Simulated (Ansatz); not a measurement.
# Tl2S (model cell, started as cuprite): following an unstable mode, part 3 of 3

Which phase does Tl2S (model cell, started as cuprite) fall into along its unstable mode, and how much energy does it gain?

Ansatz 0.2.0; DFT PBEsol, scalar-relativistic, plane waves, PAW.

So far. Step 5 (Energy along the mode, all amplitudes (two of the runs …): The lowest of the steps tried is at 0.32 Å, 22.8 meV/atom below the parent; the bottom of the well need not coincide with a step. Step 7 (The new phase in its own primitive cell): The largest force component left is 0.050 meV/Å and the pressure is 0.000 GPa, within the tolerances set. The cell now holds 30.77 Å³/atom. The relaxed cell has a = 7.300, c = 12.000 Å (conventional setting).

The structure was built from a prototype and need not be the compound's stable phase.

## 8. Modes of the new phase

A relaxed structure may still be a saddle point, so its zone-centre modes are computed. No field response is asked.

The input, input.yaml:

```yaml
crystal:
  lattice:
    - [3.650122569, 2.1073992478, 3.9998538757]
    - [-3.650122569, 2.1073992478, 3.9998538757]
    - [0.0, -4.2147984955, 3.9998538757]
  atoms:
    - { symbol: S, position: [0.9315274856, 0.9315274856, 0.9315274856] }
    - { symbol: S, position: [0.3655740987, 0.3655740987, 0.3655740987] }
    - { symbol: Tl, position: [0.295189315, 0.8510481257, 0.295189315] }
    - { symbol: Tl, position: [0.7145302596, 0.7145302596, 0.7145302596] }
    - { symbol: Tl, position: [0.8510481257, 0.295189315, 0.295189315] }
    - { symbol: Tl, position: [0.295189315, 0.295189315, 0.8510481257] }
kpoints:
  mp_grid: { grid: [6, 6, 6] }
hamiltonian:
  xc: pbesol
scf:
  occupations: { method: methfessel_paxton, width: 0.2 }
output:
  eigenvalues: true
phonons:
  method: dfpt
```

The run is started by

```
$ ansatz run input.yaml --threads 8 --pin off --max-ram 14336MiB --backend cpu --events-out ev --progress --plain --runs-dir out
```

Numbers of over 12 decimals in the logs are rounded to 6 here.

The program printed:

```text
[...]
Crystal: 6 atoms, lattice volume = 184.608 Å³
Basis set: ecut = 420 eV, 3625 PW (Γ), exchange–correlation on 80×80×80 points (8 copies of the dense FFT grid, shifted against one another)
Bands: 39, of which v1, the nominal top of the filled ones, is band 32 counted from 1 (31 counted from 0)
Symmetry: 6 space group operations
k-points: 112 of 216 (irreducible under 1 space group operation, time reversal used)
[...]
SCF iter   1: F=—  HF=-46952.813406 eV  |F-HF|=—  |Δ(HF+E_count)|=         —  Δρ=6.51e-3  dr2=2.42e-1  ethr=1.77e-3  ⟨swp⟩=6.1  Hψ=16119  notcnv=0
[...]
SCF iter  10: F=-46952.768077 eV  HF=-46952.768077 eV  |F-HF|=7.28e-12  |Δ(HF+E_count)|=  7.28e-12  S|Δr|=    0.00e0  Δρ=4.17e-8  dr2=3.88e-12  ethr=1.00e-12  ⟨swp⟩=10.0  Hψ=22117  notcnv=0
SCF 1 converged in 10 iterations: F = -46952.768077 eV  dr2 = 3.88e-12
[...]
DFPT response loops at Γ: preconditioner auto → Kerker (q_TF=auto, 2.287 Å⁻¹) (partly filled bands, converged f_vac=0.000); β = 1.00, the filter's whole step (`scf.mixing.beta` (0.50) is not read by the response loops under this deck's `scf.mixing.preconditioner`; to damp them name `kerker` or `kerker_dos`, under which they read `scf.mixing.beta`, and type it under 1.00, their step now; both keys bind the ground state too); Broyden in place of MSR1
SCF converged after 10 iterations
[...]
Free energy (F): -46952.768077 eV
[...]
Internal energy: -46952.774704 eV  (E = F + TS)
E sigma→0 (E₀):  -46952.769733 eV
Entropy (-TS):   0.006627 eV (1.105 meV/atom)
Fermi energy:    6.924389 eV
[...]
--- Band table (eV; the first three rows and the last of 112) ---
  k-point 0: bands = [... 28 lower, 3.9338, 5.2731, 5.2731, 5.6696, 7.7935, 7.7935, 7.9312, 9.4265, ... 3 higher]
  k-point 1: bands = [... 28 lower, 4.6418, 5.2066, 5.2383, 5.4704, 7.5433, 7.8630, 8.4307, 9.1454, ... 3 higher]
  k-point 2: bands = [... 28 lower, 4.9003, 5.1012, 5.3992, 5.9117, 7.1873, 8.1471, 8.6584, 9.6277, ... 3 higher]
  k-point 111: bands = [... 28 lower, 5.1952, 6.0287, 6.6448, 6.6448, 7.8956, 7.8956, 8.2134, 9.2201, ... 3 higher]
--- Phonons (Γ-DFPT): 8 representative perturbations + reference, on 112 of 216 k-points (Σ response iterations 24) ---
  k mesh reduced under 1 symmetry operation, with k and −k counted as one. Each operation leaves every solved perturbation unchanged. A smaller set is not used because it would not reduce the number of displacements times k-points to solve
  ASR residual: 7.322e-5 → 0.000e0 eV/Å²; symmetrization residual: 1.716e-5 eV/Å²
  ASR residual per site (eV/Å²): 4.12e-5 1.66e-5 3.61e-5 7.32e-5 3.61e-5 4.18e-5
[...]
non-analytic LO–TO correction: not included (Born effective charges unavailable; polar crystals: no LO–TO splitting at Γ)
```

The job ended after 2.8 min (8 threads of Arm Neoverse N1, shared host; peak memory 2.7 GiB).

Numbers from this step:

```yaml
sum_rule_residual_before_enforcement: 7.32e-5 eV/Å²
point_group: 3m
highest_optical_mode_at_the_zone_centre_no_lo_to_term: 194.5 cm⁻¹
lowest_optical_zone_centre_mode: -38.77 cm⁻¹
```

Patterns of degenerate modes are one choice out of their space. Modes at Γ, with each element's share of the kinetic energy (negative means imaginary):

| mode | frequency (cm⁻¹) | symmetry | S % | Tl % |
| --- | --- | --- | --- | --- |
| 1 | -38.8 | E | 61 | 39 |
| 2 | -38.8 | E | 61 | 39 |
| 3 | -29.5 | A2 | 0 | 100 |
| 4 | 0.0 | acoustic | 7 | 93 |
| 5 | 0.0 | acoustic | 7 | 93 |
| 6 | 0.0 | acoustic | 7 | 93 |
| 7 | 13.7 | E | 12 | 88 |
| 8 | 13.7 | E | 12 | 88 |
| 9 | 17.1 | E | 1 | 99 |
| 10 | 17.1 | E | 1 | 99 |
| 11 | 41.4 | A1 | 11 | 89 |
| 12 | 53.5 | E | 37 | 63 |
| 13 | 53.5 | E | 37 | 63 |
| 14 | 75.6 | A1 | 10 | 90 |
| 15 | 130.0 | E | 82 | 18 |
| 16 | 130.0 | E | 82 | 18 |
| 17 | 186.7 | A1 | 84 | 16 |
| 18 | 194.5 | A1 | 88 | 12 |

Displacements in mode 2 (-38.8 cm⁻¹), the largest set to 1:
```
S1   0.00  1.00  0.00
S2   0.00  0.31  0.00
Tl3 -0.15 -0.10  0.03
Tl4  0.00 -0.15  0.00
Tl5  0.15 -0.10  0.03
Tl6  0.00  0.15 -0.05
```

Displacements in mode 12 (53.5 cm⁻¹), the largest set to 1:
```
S1  -0.02  1.00  0.00
S2   0.01 -0.39  0.00
Tl3  0.27  0.14  0.06
Tl4  0.00 -0.06  0.00
Tl5 -0.27  0.15  0.05
Tl6 -0.01 -0.32 -0.11
```

Before it was imposed, the acoustic sum rule was missed by 7.3e-5 eV/Å². Small misses are needed for a sound result but don't prove that mesh and cutoff are converged. The lowest optical mode is imaginary, 38.8i cm⁻¹, so the energy falls along it.

## 9. Outcome

| Quantity | Value |
| --- | --- |
| unstable mode of the parent | q = (0, 0, 0), 147i cm⁻¹ |
| depth at the lowest point sampled | 22.8 meV/atom |
| largest atomic shift at that point | 0.32 Å |
| space group reached (within 0.01 Å) | R3m |
| energy gained over the parent (first relaxation, on the mesh of the frozen mode) | 358 meV/atom |
| volume per atom, phase reached | 30.8 Å³ |
| gap on the k-mesh, phase reached | 0.213 eV |
| lowest optical zone-centre mode, phase reached | -38.8 cm⁻¹ |
| highest optical mode at the zone centre (no LO-TO term), phase reached | 194 cm⁻¹ |

Along this mode the structure falls into R3m, 358 meV/atom below the parent. At the parent's cell the well is 22.84 meV/atom deep on the steps tried, with its lowest point at a shift of 0.32 Å. Relaxing atoms and cell changes the gain by +335.43 meV/atom against the lowest step (energies at zero smearing). Most of the total comes from this relaxation. The new phase still has an imaginary mode at the zone centre of its cell, so it is a saddle point on the way to a lower structure. Of the 5 patterns followed to their end from this parent, this one ends 160 meV/atom above the lowest, P4/nmm. Each path keeps the symmetry of its pattern, so a lower phase may lie along a pattern not tried. With no gap, or one that is small against the smearing, the frequencies hang on the k mesh and the smearing, most of all near Kohn anomalies. Spin-orbit coupling is left out, which can matter for the heavy elements here. The starting cell was built on a prototype and not taken from a measurement, so the phase need not exist.

[Logs are printed without paths, hosts, clocks, repeated set-up lines and the standing remarks that a program may print on its own settings, such as how far it seeks lower states.]

[Hosts, paths, dates, database ids (printed as entryN), source tags and the programs' standing remarks are cut or masked in the printed files.]
